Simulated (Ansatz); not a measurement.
# Band gap of GaSi2P (zincblende [110] superlattice) from density functionals to GW, part 2 of 2

What gap does each level of theory give for GaSi2P (zincblende [110] superlattice), and in what time?

Ansatz 0.2.0; density functionals, hybrids and G0W0, plane waves, PAW. Known limits of the many-body steps: finite bands, screening cutoff and k mesh; no spin-orbit coupling in G0W0; d shells not analysed; screening cutoff under 40 eV in some runs.

So far. Step 3 (PBEsol+SOC on the 6×4×2 mesh): Over mesh and listed points the gap is 0.688 eV, from k = Γ to k = (0.000, -0.150, 0.000). The least direct gap found is 0.734 eV, at k = Γ. On the 6×4×2 mesh alone the same run gives 0.734 eV, so that mesh misses an edge of PBEsol+SOC: 0.734 − 0.688 = +0.046 eV. PBEsol+SOC against PBEsol: 0.688 − 0.705 = −0.017 eV, with the same mesh, set of files (read in its fully relativistic form for the spin-orbit run) and cutoff, and both edges at the same k points.

## 5. G0W0@PBEsol, 4×4×2 mesh, 467 empty bands, screening to 90 eV, PAW set soft_1 files

G0W0 replaces the xc potential by a self-energy built once from the orbitals of the start. Levels are corrected in the window of bands that the input names, at points of the mesh.

This step: G0W0 on PBEsol, plane waves, PAW; PAW set soft_1.

The input, input.yaml:

```yaml
crystal:
  lattice:
    - [3.843404156, 0.0, 0.0]
    - [0.0, 5.4290093868, -5.64569e-05]
    - [0.0, -0.0001197637, 11.5507987848]
  atoms:
    - { symbol: Ga, position: [0.0, 0.0084371012, 0.0803806764] }
    - { symbol: P, position: [0.5, 0.2643226924, 0.0840269086] }
    - { symbol: Ga, position: [0.5, 0.5239220141, 0.2507303519] }
    - { symbol: P, position: [0.0, 0.7735290135, 0.2507058409] }
    - { symbol: Ga, position: [0.0, 0.0084593226, 0.4210271962] }
    - { symbol: P, position: [0.5, 0.26432075, 0.41742573] }
    - { symbol: Si, position: [0.5, 0.4884272085, 0.5851695215] }
    - { symbol: Si, position: [0.0, 0.7368720631, 0.5835029202] }
    - { symbol: Si, position: [0.0, -0.0219224777, 0.7507067365] }
    - { symbol: Si, position: [0.5, 0.2283423147, 0.7507281947] }
    - { symbol: Si, position: [0.5, 0.4884205659, 0.9162917447] }
    - { symbol: Si, position: [0.0, 0.7368694318, 0.9179016077] }
kpoints:
  mp_grid: { grid: [4, 4, 2] }
hamiltonian:
  xc: pbesol
  pseudopotentials: { kind: paw, azcp: { folder: soft_1 }, xc_functional: pbe }
scf:
  occupations: { method: fixed }
gw:
  n_empty_bands: 467
  ecut_chi: 90.0
  qp_bands: [v4, c4]
  qp_kpoints: band_edges
  screening: { model: contour_deformation }
```

Launch:

```
ansatz run input.yaml --threads 4 --pin off --max-ram 17510MiB --backend cpu --events-out ev --progress --plain --runs-dir out
```

Numbers of over 12 decimals in the logs are rounded to 6 here.

The program printed:

```text
[...]
Crystal: 12 atoms, lattice volume = 241.018 Å³
Basis set: ecut = 420 eV, 4705 PW (Γ)
Bands: 51, of which v1, the nominal top of the filled ones, is band 39 counted from 1 (38 counted from 0)
Symmetry: 2 space group operations
[...]
k-points: 18 of 32 (time reversal used)
[...]
0    43      8.6604    -7.0362    -4.0829   -11.3757  0.7762     8.9180     8.9170  root
[...]
16    40      7.7697    -8.8855    -3.7456   -12.9501  0.7737     8.0899     8.0887  root
    16    41      8.4699    -8.8779    -3.8755   -13.1094  0.7746     8.8275     8.8259  root
    16    42      9.8058    -6.3687    -4.3709   -10.9873  0.7560    10.0546    10.0536  root
    16    43     10.0228    -7.4425    -4.4950   -12.2718  0.7522    10.3593    10.3572  root
[key lines of the parts left out:]
SCF converged after 10 iterations
Free energy (F): -17180.667473 eV
Fermi energy:    6.733945 eV
```

It took 12 min on 4 threads of Arm Neoverse V2, shared host; peak memory 4.3 GiB; 46 min of CPU time.

Numbers from this step:

| Quantity | Value |
| --- | --- |
| bands summed | 506 |
| RPA ε∞ on this mesh (eigenvalues) | 12.76, 13.85, 15.80 |
| plane waves in the screening matrix | 457 |
| G0W0 gap over the corrected points | 1.229 eV |
| k of the valence top | 0, 0, 0 |
| k of the conduction bottom | -0.5, 0, -0.5 |
| starting gap on the mesh | 0.7480 eV |
| Z at the valence top | 0.7649 |
| Z at the conduction bottom | 0.7819 |
| least direct G0W0 gap over the corrected points | 1.254 eV |

Over 10 of 18 irreducible mesh points the G0W0 gap is 1.229 eV, from k = Γ to k = (-0.500, 0.000, -0.500). The PBEsol gap of this run on the mesh is 0.748 eV. The two states that bound the G0W0 gap lie that far apart at the start, so the correction of the gap is 1.229 − 0.748 = +0.481 eV.

## 6. The ladder

Each gap is the least one over the points named; times are wall times on shared hosts, not benchmarks. A G0W0 time includes the run's own self-consistent start. Runs with listed points see these and the mesh alone, so an edge that moves elsewhere is missed. Rows marked * are further runs, not shown as steps, whose inputs differ from the G0W0 step on the same start in the columns given; solver thresholds can differ too.

```csv
level,mesh,"files, cutoff","bands summed, screening",points,gap (eV),valence top,conduction bottom,least direct gap (eV),time
PBEsol,6×4×2,"soft_1 PAW, 420 eV",-,mesh and path,0.705,Γ,"(0.000, -0.150, 0.000)",0.751,21 s
PBEsol+SOC,6×4×2,"soft_1 PAW, 420 eV",-,mesh and listed points,0.688,Γ,"(0.000, -0.150, 0.000)",0.734,88 s
HSE06,4×4×2,"soft_1 PAW, 420 eV",-,mesh and listed points,1.399,Γ,"(0.000, -0.150, 0.000)",1.449,2.9 min
G0W0@PBEsol*,4×4×2,"soft_1 PAW, 420 eV","157, 36 eV",10 of 18 irreducible mesh points,0.995,Γ,"(-0.500, 0.000, -0.500)",1.032,90 s
G0W0@PBEsol,4×4×2,"soft_1 PAW, 420 eV","506, 90 eV",10 of 18 irreducible mesh points,1.229,Γ,"(-0.500, 0.000, -0.500)",1.254,12 min
```

## 7. What came out

```yaml
pbesol_over_mesh_and_path: 0.705 eV
pbesol_soc_over_mesh_and_listed_points: 0.688 eV
hse06_over_mesh_and_listed_points: 1.399 eV
g0w0_pbesol_506_bands_4x4x2_over_10_of_18_irreducible_mesh_points: 1.229 eV
known_limits: finite bands, screening cutoff and k mesh; no spin-orbit coupling in G0W0; d shells not analysed; screening cutoff under 40 eV in some runs
```

The rows run from 0.688 eV (PBEsol+SOC) to 1.399 eV (HSE06). They differ in mesh, bands and screening cutoff of G0W0 and the points over which the gap was sought as well as in level, so only pairs that share these are like for like. PBEsol+SOC against PBEsol: 0.688 − 0.705 = −0.017 eV, with the same mesh, set of files (read in its fully relativistic form for the spin-orbit run) and cutoff, and both edges at the same k points. The spin-orbit run sees mesh and listed points alone, so its gap is an upper bound: the coupling can move an edge off these points, the more so as this crystal has no centre of inversion, and the change over the zone, its sign included where it is small, is not known. G0W0@PBEsol (506 bands, 4×4×2) moves the gap of its own start on the mesh by 1.229 − 0.748 = +0.481 eV, between the same two levels. Over mesh and path, PBEsol puts the conduction bottom at k = (0.000, -0.150, 0.000), where no G0W0 correction was computed. The G0W0 gap over the whole zone is therefore not known from this run; at its settings it can only be equal to or under the 1.229 eV found, and no correction is carried over from another point. For the start itself the gap is 0.705 eV over mesh and path and 0.748 eV on the mesh of the G0W0 run, in runs that differ in mesh (6×4×2 and 4×4×2). What spin-orbit coupling does to the G0W0 levels was not computed, so no sum with the G0W0 gap is formed. For G0W0@PBEsol: from 157 bands and 36 eV to 506 bands and 90 eV the gap moves by 1.229 − 0.995 = +0.234 eV; bands and screening cutoff rise together, so their parts are not told apart. Two runs can't test a law of convergence, so the limit is not known. The G0W0 runs are scalar-relativistic. One-shot GW is known to converge slowly in bands for compounds with shallow d shells. The cell holds Ga; the filling of the d shell and its place against the gap were not analysed here. No pair of G0W0 runs that differ in the mesh alone is shown (4×4×2 is a supercell whose nearest images lie 15 Å apart), so the error from the mesh is not known here. G0W0 is shown with one set of atomic data (soft_1 PAW), so the error from the files is not known here. A screening cutoff under 40 eV is crude: G0W0@PBEsol with 157 bands at 36 eV.

[Paths, hosts, dates, memory and timing lines, banners, echoed tables and standing remarks are left out of the program output.]

[Logs are printed without paths, hosts, clocks, repeated set-up lines and the standing remarks that a program may print on its own settings, such as how far it seeks lower states.]

[Runs of the session that timed out or met a known fault of the program may be left out.]

[Cells called generated may have been cut or substituted from an entry of the Crystallography Open Database or the Materials Project.]

[Hosts, paths, dates, database ids (printed as entryN), source tags and the programs' standing remarks are cut or masked in the printed files.]

[Where an RPA ε∞ is given, it is that of the G0W0 mesh and is not shown converged in it. Names of k-points follow the symmetry that the program found, which can be lower than the space group named. Band edges on a path are those of the sampled points; other points can move an edge, and change direct to indirect where valleys lie close.]

[Hybrid gaps are those of their k-mesh and are not shown converged in it.]
